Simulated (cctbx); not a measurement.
**Absolute structure of Li2MnCo3S8**

Space group P4_332 (no. 212), a = 10.1500 Å, b = 10.1500 Å, c = 10.1500 Å, α = 90.00°, β = 90.00°, γ = 90.00°.

| atom | mult. | x | y | z | Ueq (Å²) |
| --- | --- | --- | --- | --- | --- |
| Co1 | 12 | 0.3737 | 0.1237 | 3/8 | 0.0194 |
| Mn1 | 4 | 3/8 | 7/8 | 5/8 | 0.0237 |
| S1 | 24 | 0.3909 | 0.1145 | 0.6115 | 0.0231 |
| S2 | 8 | 0.3898 | 0.6102 | 0.1102 | 0.0299 |
| Li1 | 8 | 0.5015 | 0.9985 | 0.0015 | 0.0312 |

The model is made up (kin elements in a known structure type, no relaxation), so it says nothing on whether the phase exists.

Data sets are simulated with cctbx and refined with Bijvoet mates kept apart; Flack x is then fitted as the share of an inverted twin with the atoms fixed, Hooft y from the Bijvoet differences. The group has rotations alone, so the crystal has a hand.

Untwinned crystal. What Flack and Hooft values should come out?

```csv
λ (Å),extinction (unmodelled),d min (Å),top counts,error (%),model,R1,Flack x,s.u.,Hooft y,s.u.,pairs
0.71073,0,0.77,20000,3,as given,0.0188,0.90,0.9,0.753,1.000,127
1.54184,0.1,0.83,5000,1.5,as given,0.0238,-0.50,0.3,-0.461,0.317,98
```

With Mo Kα, the s.u. is too large to fix the hand. With Cu Kα, the s.u. is too large to fix the hand.

[Logs are printed without paths, hosts, clocks, repeated set-up lines and the standing remarks that a program may print on its own settings, such as how far it seeks lower states.]
